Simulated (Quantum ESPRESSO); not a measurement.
## FeNi7 with and without spin polarisation

Wanted: the size of the moments of FeNi7 in the parallel state.

Method: PBE; plane waves with GBRV 1.5 PBE potentials, no spin-orbit coupling, in Quantum ESPRESSO 7.5.

## (1) The structure

It takes space group P4/mmm (No. 123, tetragonal). Conventional cell: a = 3.534 Å, b = 3.534 Å, c = 7.067 Å, α = 90.00°, β = 90.00°, γ = 90.00°. Nearest to Ni lie 10 Ni at 2.50 Å and 2 Fe at 2.50 Å. Nearest to Ni lie 8 Ni at 2.50 Å and 4 Fe at 2.50 Å. Nearest to Fe lie 12 Ni at 2.50 Å. Nearest to Ni lie 12 Ni at 2.50 Å. Ni has 12 Ni at 2.50 Å nearest. Farther neighbours are not listed.

The cell was typed by rule, not taken from a database of measured structures.

## (2) Start 1: ferro ++++++++

The signs are those of the starting moments on the seeded atoms, the atoms that are given a moment.

File pw.in:

```
&CONTROL
  calculation = 'scf'
  prefix = 'pwscf'
  outdir = './tmp'
  pseudo_dir = './pseudo'
  disk_io = 'nowf'
/
&SYSTEM
  ibrav = 0
  celldm(1) = 8
  nat = 8
  ntyp = 2
  ecutwfc = 40
  ecutrho = 280
  nbnd = 90
  occupations = 'smearing'
  smearing = 'fd'
  degauss = 0.00367493
  nspin = 2
  starting_magnetization(1) = 0.0389
  starting_magnetization(2) = 0.1562
/
&ELECTRONS
  conv_thr = 1.6d-08
  electron_maxstep = 150
  mixing_beta = 0.3
/
ATOMIC_SPECIES
Ni     58.6934 ni_pbe_v1.4.uspp.F.UPF
Fe     55.8450 fe_pbe_v1.5.uspp.F.UPF
CELL_PARAMETERS alat
   0.8346684076706    0.0000000000000    0.0000000000000
   0.0000000000000    0.8346684076706    0.0000000000000
   0.0000000000000    0.0000000000000    1.6693368153413
ATOMIC_POSITIONS crystal
Ni      0.0000000000    0.0000000000    0.0000000000
Ni      0.5000000000    0.5000000000    0.0000000000
Ni      0.5000000000    0.0000000000    0.2500000000
Fe      0.0000000000    0.5000000000    0.2500000000
Ni      0.0000000000    0.0000000000    0.5000000000
Ni      0.5000000000    0.5000000000    0.5000000000
Ni      0.5000000000    0.0000000000    0.7500000000
Ni      0.0000000000    0.5000000000    0.7500000000
K_POINTS automatic
9 9 5 0 0 0
```

Launch:

```
> OMP_NUM_THREADS=1 mpirun -n 4 pw.x -nk 4 -in pw.in > pw.out
```

What it wrote:

```text
Program PWSCF v.7.5 starts

     Message from routine setup:
     using ibrav=0 with symmetry is DISCOURAGED, use correct ibrav instead

     K-points division:     npool     =       4
     Subspace diagonalization in iterative solution of the eigenvalue problem:

     G-vector sticks info
     --------------------
     sticks:   dense  smooth     PW     G-vecs:    dense   smooth      PW
     Sum         989     569    177                47059    20285    3429

     Using Slab Decomposition

     bravais-lattice index     =            0
     lattice parameter (alat)  =       8.0000  a.u.
     unit-cell volume          =     595.4453 (a.u.)^3
     number of atoms/cell      =            8
     number of atomic types    =            2
     number of electrons       =       142.00
     number of Kohn-Sham states=           90
     kinetic-energy cutoff     =      40.0000  Ry
     charge density cutoff     =     280.0000  Ry
     scf convergence threshold =      1.6E-08
     mixing beta               =       0.3000
     number of iterations used =            8  plain     mixing
     Exchange-correlation=  SLA  PW   PBX  PBC
                           (   1   4   3   4   0   0   0)

     celldm(1)=   8.000000  celldm(2)=   0.000000  celldm(3)=   0.000000
     celldm(4)=   0.000000  celldm(5)=   0.000000  celldm(6)=   0.000000

     crystal axes: (cart. coord. in units of alat)
               a(1) = (   0.834668   0.000000   0.000000 )
               a(2) = (   0.000000   0.834668   0.000000 )
               a(3) = (   0.000000   0.000000   1.669337 )

     reciprocal axes: (cart. coord. in units 2 pi/alat)
               b(1) = (  1.198081  0.000000  0.000000 )
               b(2) = (  0.000000  1.198081  0.000000 )
               b(3) = (  0.000000  0.000000  0.599040 )

     PseudoPot. # 1 for Ni read from file:
     ni_pbe_v1.4.uspp.F.UPF
     Pseudo is Ultrasoft + core correction, Zval = 18.0
     Generated by new atomic code, or converted to UPF format
     Using radial grid of  865 points,  6 beta functions with:
                l(1) =   0
                l(2) =   0
                l(3) =   1
                l(4) =   1
                l(5) =   2
                l(6) =   2
     Q(r) pseudized with 10 coefficients,  rinner =    0.980   0.980   0.980
                                                       0.980   0.980

     PseudoPot. # 2 for Fe read from file:
     fe_pbe_v1.5.uspp.F.UPF
     Pseudo is Ultrasoft + core correction, Zval = 16.0
     Generated by new atomic code, or converted to UPF format
     Using radial grid of  861 points,  6 beta functions with:
                l(1) =   0
                l(2) =   0
                l(3) =   1
                l(4) =   1
                l(5) =   2
                l(6) =   2
     Q(r) pseudized with  8 coefficients,  rinner =    1.000   1.000   1.000
                                                       1.000   1.000

     atomic species   valence    mass     pseudopotential
     Ni               18.00    58.69340     Ni( 1.00)
     Fe               16.00    55.84500     Fe( 1.00)

     Starting magnetic structure
     atomic species   magnetization
     Ni              0.039
     Fe              0.156

     16 Sym. Ops., with inversion, found (12 have fractional translation)

   Cartesian axes

     site n.     atom                  positions (alat units)
         1        Ni     tau(   1) = (   0.0000000   0.0000000   0.0000000  )
         2        Ni     tau(   2) = (   0.4173342   0.4173342   0.0000000  )
         3        Ni     tau(   3) = (   0.4173342   0.0000000   0.4173342  )
         4        Fe     tau(   4) = (   0.0000000   0.4173342   0.4173342  )
         5        Ni     tau(   5) = (   0.0000000   0.0000000   0.8346684  )
         6        Ni     tau(   6) = (   0.4173342   0.4173342   0.8346684  )
         7        Ni     tau(   7) = (   0.4173342   0.0000000   1.2520026  )
         8        Ni     tau(   8) = (   0.0000000   0.4173342   1.2520026  )

     number of k points=    45  Fermi-Dirac smearing, width (Ry)=  0.0037
                       cart. coord. in units 2pi/alat
        k(    1) = (   0.0000000   0.0000000   0.0000000), wk =   0.0024691
        k(    2) = (   0.0000000   0.0000000   0.1198081), wk =   0.0049383
        k(    3) = (   0.0000000   0.0000000   0.2396161), wk =   0.0049383
        k(    4) = (   0.0000000   0.1331201   0.0000000), wk =   0.0098765
        k(    5) = (   0.0000000   0.1331201   0.1198081), wk =   0.0197531
        [... 40 further k-points ...]

     Dense  grid:    47059 G-vectors     FFT dimensions: (  36,  36,  72)

     Smooth grid:    20285 G-vectors     FFT dimensions: (  30,  30,  54)

     Check: negative core charge=   -0.000029
     Generating pointlists ...
     new r_m :   0.2435 (alat units)  1.9477 (a.u.) for type    1
     new r_m :   0.2435 (alat units)  1.9477 (a.u.) for type    2

     Initial potential from superposition of free atoms

     starting charge     127.0000, renormalised to     142.0000
     Starting wfcs are  104 randomized atomic wfcs

     Self-consistent Calculation

     iteration #  1     ecut=    40.00 Ry     beta= 0.30
     Davidson diagonalization with overlap
     ethr =  1.00E-02,  avg # of iterations =  3.4

     total energy              =   -2602.91467770 Ry
     estimated scf accuracy    <     229.24179242 Ry

     total magnetization       =     1.96 Bohr mag/cell
     absolute magnetization    =     2.03 Bohr mag/cell

     iteration #  2     ecut=    40.00 Ry     beta= 0.30
     Davidson diagonalization with overlap
     ethr =  1.00E-02,  avg # of iterations =  3.0

     total energy              =   -2643.05098634 Ry
     estimated scf accuracy    <      66.99086313 Ry

     total magnetization       =     0.30 Bohr mag/cell
     absolute magnetization    =     0.52 Bohr mag/cell

     iteration #  3     ecut=    40.00 Ry     beta= 0.30
     Davidson diagonalization with overlap
     ethr =  1.00E-02,  avg # of iterations =  3.0

     total energy              =   -2643.77788296 Ry
     estimated scf accuracy    <     145.10472703 Ry

     total magnetization       =     1.37 Bohr mag/cell
     absolute magnetization    =     1.53 Bohr mag/cell

     [... further iterations left out ...]

     iteration # 28     ecut=    40.00 Ry     beta= 0.30
     Davidson diagonalization with overlap
     ethr =  5.48E-10,  avg # of iterations =  1.0

     total energy              =   -2653.32030441 Ry
     estimated scf accuracy    <       0.00000019 Ry

     total magnetization       =     7.27 Bohr mag/cell
     absolute magnetization    =     8.21 Bohr mag/cell

     iteration # 29     ecut=    40.00 Ry     beta= 0.30
     Davidson diagonalization with overlap
     ethr =  1.36E-10,  avg # of iterations =  1.4

     total energy              =   -2653.32030441 Ry
     estimated scf accuracy    <       0.00000096 Ry

     total magnetization       =     7.27 Bohr mag/cell
     absolute magnetization    =     8.21 Bohr mag/cell

     iteration # 30     ecut=    40.00 Ry     beta= 0.30
     Davidson diagonalization with overlap
     ethr =  1.36E-10,  avg # of iterations =  1.1

     total energy              =   -2653.32030445 Ry
     estimated scf accuracy    <       0.00000006 Ry

     total magnetization       =     7.27 Bohr mag/cell
     absolute magnetization    =     8.21 Bohr mag/cell

     iteration # 31     ecut=    40.00 Ry     beta= 0.30
     Davidson diagonalization with overlap
     ethr =  4.12E-11,  avg # of iterations =  1.4

     Magnetic moment per site  (integrated on atomic sphere of radius R)
     atom   1 (R=0.243)  charge= 16.7322  magn=  0.6860
     atom   2 (R=0.243)  charge= 16.7322  magn=  0.6860
     atom   3 (R=0.243)  charge= 16.7503  magn=  0.7055
     atom   4 (R=0.243)  charge= 14.4005  magn=  2.8825
     atom   5 (R=0.243)  charge= 16.7322  magn=  0.6860
     atom   6 (R=0.243)  charge= 16.7322  magn=  0.6860
     atom   7 (R=0.243)  charge= 16.7133  magn=  0.6812
     atom   8 (R=0.243)  charge= 16.7219  magn=  0.5931

     End of self-consistent calculation

     [... lines left out ...]
     the Fermi energy is    17.8375 ev

!    total energy              =   -2653.32030445 Ry
     estimated scf accuracy    <       0.00000001 Ry
     smearing contrib. (-TS)   =      -0.00628709 Ry
     internal energy E=F+TS    =   -2653.31401736 Ry

     The total energy is F=E-TS. E is the sum of the following terms:
     one-electron contribution =   -1467.79143677 Ry
     hartree contribution      =     824.05141868 Ry
     xc contribution           =    -278.18646743 Ry
     ewald contribution        =   -1731.38753183 Ry

     total magnetization       =     7.27 Bohr mag/cell
     absolute magnetization    =     8.21 Bohr mag/cell

     convergence has been achieved in  31 iterations

=------------------------------------------------------------------------------=
   JOB DONE.
=------------------------------------------------------------------------------=
```

It took 5.5 min on 4 MPI ranks of Arm Neoverse V1, shared host; peak memory 0.78 GiB; 22 min of CPU time.

Spin moment in the atom's sphere by atom:

```csv
atom,spin moment in the atom's sphere (μB)
Ni1,0.69
Ni2,0.69
Ni3,0.71
Fe4,2.88
Ni5,0.69
Ni6,0.69
Ni7,0.68
Ni8,0.59
```

Read from the output:

```yaml
smearing_term_ts: 0.08554 eV
magnetization: 7.27 μB
absolute_magnetization: 8.211 μB
final_state: ferromagnetic
```

Spin density in the ac plane at fractional y = 0.500, with atoms of Ni and Fe within 0.2 Å of it.

Ten even steps from '_' (0.0 e/Å³) to '@' (6.2 e/Å³), each cell a mean:
```
____________..::..__________
____________________________
____________________________
____________________________
..__________________________
::..______________________..
....______________________..
____________________________
____________________________
____________________________
______________..____________
____________::--..__________
____________..::..__________
____________________________
____________________________
..__________________________
**--..__________________..==
@@**::__________________--##
##==..__________________::++
::..______________________..
____________________________
____________________________
____________....____________
____________::--..__________
```
Columns run along a (3.5 Å), rows up along c (7.1 Å). Atoms in or near the plane, at fractional coordinates: Ni at (0.50, 0.00), Fe at (0.00, 0.25), Ni at (0.50, 0.50), Ni at (0.00, 0.75).

Valence density in the ac plane at fractional y = 0.500, with atoms of Ni and Fe within 0.2 Å of it. It is the smooth field of the valence electrons, not physical close to the nuclei.

Ten even steps from '0' (0 e/Å³) to '9' (38 e/Å³), each cell a mean:
```
00000168510000
00000012100000
00000000000000
00000000000000
63100000000014
97200000000028
85100000000016
21000000000001
00000000000000
00000000000000
00000146310000
00000289720000
00000168510000
00000012100000
00000000000000
00000000000000
43000000000013
55100000000025
54100000000014
11000000000001
00000000000000
00000000000000
00000146310000
00000289720000
```
Columns run along a (3.5 Å), rows up along c (7.1 Å). Atoms in or near the plane, at fractional coordinates: Ni at (0.50, 0.00), Fe at (0.00, 0.25), Ni at (0.50, 0.50), Ni at (0.00, 0.75).

## (3) Run 2 (no spin polarisation)

Changes to pw.in since step 2:

```diff
@@ -14,3 +14,3 @@
   ecutrho = 280
-  nbnd = 90
+  nbnd = 87
   occupations = 'smearing'
@@ -18,5 +18,2 @@
   degauss = 0.00367493
-  nspin = 2
-  starting_magnetization(1) = 0.0389
-  starting_magnetization(2) = 0.1562
 /
```

What it wrote:

```text
[banner, memory and clock lines left out]
Program PWSCF v.7.5 starts

     Message from routine setup:
     using ibrav=0 with symmetry is DISCOURAGED, use correct ibrav instead

     bravais-lattice index     =            0
     lattice parameter (alat)  =       8.0000  a.u.
     unit-cell volume          =     595.4453 (a.u.)^3
     number of atoms/cell      =            8
     number of atomic types    =            2
     number of electrons       =       142.00
     number of Kohn-Sham states=           87
     kinetic-energy cutoff     =      40.0000  Ry
     charge density cutoff     =     280.0000  Ry
     scf convergence threshold =      1.6E-08
     mixing beta               =       0.3000
     number of iterations used =            8  plain     mixing
     Exchange-correlation=  SLA  PW   PBX  PBC
                           (   1   4   3   4   0   0   0)

     celldm(1)=   8.000000  celldm(2)=   0.000000  celldm(3)=   0.000000
     celldm(4)=   0.000000  celldm(5)=   0.000000  celldm(6)=   0.000000

     crystal axes: (cart. coord. in units of alat)
               a(1) = (   0.834668   0.000000   0.000000 )
               a(2) = (   0.000000   0.834668   0.000000 )
               a(3) = (   0.000000   0.000000   1.669337 )

     reciprocal axes: (cart. coord. in units 2 pi/alat)
               b(1) = (  1.198081  0.000000  0.000000 )
               b(2) = (  0.000000  1.198081  0.000000 )
               b(3) = (  0.000000  0.000000  0.599040 )

     PseudoPot. # 1 for Ni read from file:
     ni_pbe_v1.4.uspp.F.UPF
     Pseudo is Ultrasoft + core correction, Zval = 18.0

     PseudoPot. # 2 for Fe read from file:
     fe_pbe_v1.5.uspp.F.UPF
     Pseudo is Ultrasoft + core correction, Zval = 16.0

     atomic species   valence    mass     pseudopotential
     Ni               18.00    58.69340     Ni( 1.00)
     Fe               16.00    55.84500     Fe( 1.00)

     16 Sym. Ops., with inversion, found (12 have fractional translation)

   Cartesian axes

     site n.     atom                  positions (alat units)
         1        Ni     tau(   1) = (   0.0000000   0.0000000   0.0000000  )
         2        Ni     tau(   2) = (   0.4173342   0.4173342   0.0000000  )
         3        Ni     tau(   3) = (   0.4173342   0.0000000   0.4173342  )
         4        Fe     tau(   4) = (   0.0000000   0.4173342   0.4173342  )
         5        Ni     tau(   5) = (   0.0000000   0.0000000   0.8346684  )
         6        Ni     tau(   6) = (   0.4173342   0.4173342   0.8346684  )
         7        Ni     tau(   7) = (   0.4173342   0.0000000   1.2520026  )
         8        Ni     tau(   8) = (   0.0000000   0.4173342   1.2520026  )

     number of k points=    45  Fermi-Dirac smearing, width (Ry)=  0.0037
                       cart. coord. in units 2pi/alat
        k(    1) = (   0.0000000   0.0000000   0.0000000), wk =   0.0049383
        k(    2) = (   0.0000000   0.0000000   0.1198081), wk =   0.0098765
        k(    3) = (   0.0000000   0.0000000   0.2396161), wk =   0.0098765
        k(    4) = (   0.0000000   0.1331201   0.0000000), wk =   0.0197531
        k(    5) = (   0.0000000   0.1331201   0.1198081), wk =   0.0395062
        [... 40 further k-points ...]

     Dense  grid:    47059 G-vectors     FFT dimensions: (  36,  36,  72)

     Smooth grid:    20285 G-vectors     FFT dimensions: (  30,  30,  54)

     Check: negative core charge=   -0.000029

     Initial potential from superposition of free atoms

     starting charge     127.0000, renormalised to     142.0000
     Starting wfcs are  104 randomized atomic wfcs

     Self-consistent Calculation

     iteration #  1     ecut=    40.00 Ry     beta= 0.30
     Davidson diagonalization with overlap
     ethr =  1.00E-02,  avg # of iterations =  3.4

     total energy              =   -2602.55546609 Ry
     estimated scf accuracy    <     229.88578262 Ry

     iteration #  2     ecut=    40.00 Ry     beta= 0.30
     Davidson diagonalization with overlap
     ethr =  1.00E-02,  avg # of iterations =  3.1

     total energy              =   -2643.24525100 Ry
     estimated scf accuracy    <      67.22804195 Ry

     [... further iterations left out ...]

     iteration # 25     ecut=    40.00 Ry     beta= 0.30
     Davidson diagonalization with overlap
     ethr =  9.11E-11,  avg # of iterations =  1.0

     total energy              =   -2653.23016717 Ry
     estimated scf accuracy    <       0.00000003 Ry

     iteration # 26     ecut=    40.00 Ry     beta= 0.30
     Davidson diagonalization with overlap
     ethr =  1.81E-11,  avg # of iterations =  1.0

     End of self-consistent calculation

     [... lines left out ...]
     the Fermi energy is    17.6170 ev

!    total energy              =   -2653.23016717 Ry
     estimated scf accuracy    <          4.2E-09 Ry
     smearing contrib. (-TS)   =      -0.01328531 Ry
     internal energy E=F+TS    =   -2653.21688186 Ry

     The total energy is F=E-TS. E is the sum of the following terms:
     one-electron contribution =   -1467.77973779 Ry
     hartree contribution      =     823.85001762 Ry
     xc contribution           =    -277.89962986 Ry
     ewald contribution        =   -1731.38753183 Ry

     convergence has been achieved in  26 iterations
```

The job ended after 2.3 min (4 MPI ranks; peak memory 0.56 GiB).

This step gave:

| Item | Value |
| --- | --- |
| smearing term TS | 0.1808 eV |
| final state | non-magnetic (no spin polarisation) |

## (4) The states side by side

An order is kept where moments of 0.15 μB or more survive with the typed signs; meshes match where a doubled cell samples the same k points as the first cell.

Orders:

```csv
start,final state,typed order kept,energy over the lowest (meV a seeded atom),largest site moment (μB),net moment (μB a cell of the first run),mesh matched,CPU time (s)
ferro ++++++++,ferromagnetic,yes,0,2.882,7.27,yes,1309
no spin polarisation,non-magnetic,-,153.3,0,0,yes,551.7
```

## (5) Results

```yaml
state_found: ferromagnetic (from ferro ++++++++)
largest_site_moment: 2.88 μB
state_without_moments: 153 meV a seeded atom higher
```

**Reading.** No opposed start was run, so this says nothing of the order that the crystal takes. The cell was built by rule and the atoms were not relaxed, which can move these energies.

[Logs and program files are shortened in this print: banners, set-up blocks, solver, clock and traceback lines can be left out without a mark of their own.]

[Logs are printed without paths, hosts, clocks, repeated set-up lines and the standing remarks that a program may print on its own settings, such as how far it seeks lower states.]

[Hosts, paths, dates, database ids (printed as entryN), source tags and the programs' standing remarks are cut or masked in the printed files.]

[Where a cell is said to come from a database of computed structures, the database is the Materials Project.]
